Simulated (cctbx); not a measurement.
# Accept or mend?

Cell a = 4.0390 Å, b = 4.0390 Å, c = 9.5050 Å, α = 90.00°, β = 90.00°, γ = 90.00°; space group P4/nmm (no. 129, origin choice 1).

Simulated single-crystal data (cctbx): Mo Kα, λ = 0.71073 Å, to d = 0.65 Å, 80 % of the full sphere, strongest reflection 20000 counts, noise from counting, a 1.5 % proportional error and a noise floor of 2 counts (s.d.); no absorption.

An anisotropic refinement with weights 1/σ² prints:

```text
Rint 0.025, 215 unique reflections to 0.65 A
cycle     R1     wR2    GooF  max shift (A)
   1  0.2536  0.5458  32.594   0.04523
   3  0.2402  0.4789  28.602   0.00008
final R1 0.2402 wR2 0.4789 GooF 28.602  parameters 11  data/parameter 19.5
atom        x        y        z      Ueq    occ   su(xyz)  su(Uiso or U11)
Tb1    0.50000  0.00000  0.73983   0.0073  1.000  0.00063  0.0017
Co1    0.00000  0.00000  0.00000   0.0056  1.000  0.00000  0.0036  NPD
Co2    0.00000  0.50000  0.62487   0.0105  1.000  0.00198  0.0035
Ti1    0.00000  0.50000  0.86851   0.0176  1.000  0.00254  0.0066
difference map: max 89.28 min -16.24 rms 4.55
Q1    0.0000  0.0000  0.5000    2   89.28  2.34 A from Co2
Q2    0.0000  0.5000  0.2653    2   64.41  0.05 A from Tb1
Q3    0.0000  0.0000  0.0000    2   30.82  0.00 A from Co1
Q4    0.0000  0.5000  0.8893    2   16.35  0.20 A from Ti1
Q5    0.0000  0.0000  0.3936    4   15.76  2.03 A from Co2
Q6    0.0000  0.5000  0.8048    2   14.37  0.61 A from Ti1
```

**Question.** Can this result stand? If not, what is the likely fault?

Mend it. The fault: an atom left out, Ti at (0, 0, 1/2). Against the right model at the same level, R1 goes from 0.0075 to 0.2402 and GooF from 1.00 to 28.60, U of Tb1 shrinks from 0.0138 to 0.0073 Å², the top difference peak, 89.3 e/Å³, lies 2.34 Å from Co2 and Co1 goes non-positive-definite. Q1 is the missing atom. With scattering power missing, scale and phases suffer, so peaks may also grow on the heavy atoms.

The compound is TbTi2Co2. The right model at the same level gives:

```text
Rint 0.025, 215 unique reflections to 0.65 A
cycle     R1     wR2    GooF  max shift (A)
   1  0.0111  0.0251   1.507   0.00037
   2  0.0075  0.0167   1.002   0.00000
final R1 0.0075 wR2 0.0167 GooF 1.002  parameters 13  data/parameter 16.5
atom        x        y        z      Ueq    occ   su(xyz)  su(Uiso or U11)
Tb1    0.50000  0.00000  0.73879   0.0138  1.000  0.00002  0.0001
Co1    0.00000  0.00000  0.00000   0.0134  1.000  0.00000  0.0001
Co2    0.00000  0.50000  0.62876   0.0205  1.000  0.00006  0.0002
Ti1    0.00000  0.00000  0.50000   0.0229  1.000  0.00000  0.0002
Ti2    0.00000  0.50000  0.87331   0.0220  1.000  0.00008  0.0002
difference map: max 0.41 min -0.44 rms 0.11
Q1    0.2500  0.2500  0.0000    4    0.43  1.43 A from Co1
Q2    0.1882  0.3118  0.2639    8    0.39  1.08 A from Tb1
Q3    0.0000  0.1284  0.8525    8    0.39  1.49 A from Co1
Q4    0.1164  0.3836  0.3563    8    0.36  1.12 A from Tb1
Q5    0.0000  0.3873  0.9914    8    0.32  1.21 A from Ti2
Q6    0.2348  0.2652  0.1121    8    0.30  1.52 A from Ti2
```

The model was made for the exercise: a known structure type with other elements put in, its volume estimated, not relaxed; displacement parameters are assumed.

[Middle refinement cycles are left out of these outputs.]

[Logs are printed without paths, hosts, clocks, repeated set-up lines and the standing remarks that a program may print on its own settings, such as how far it seeks lower states.]
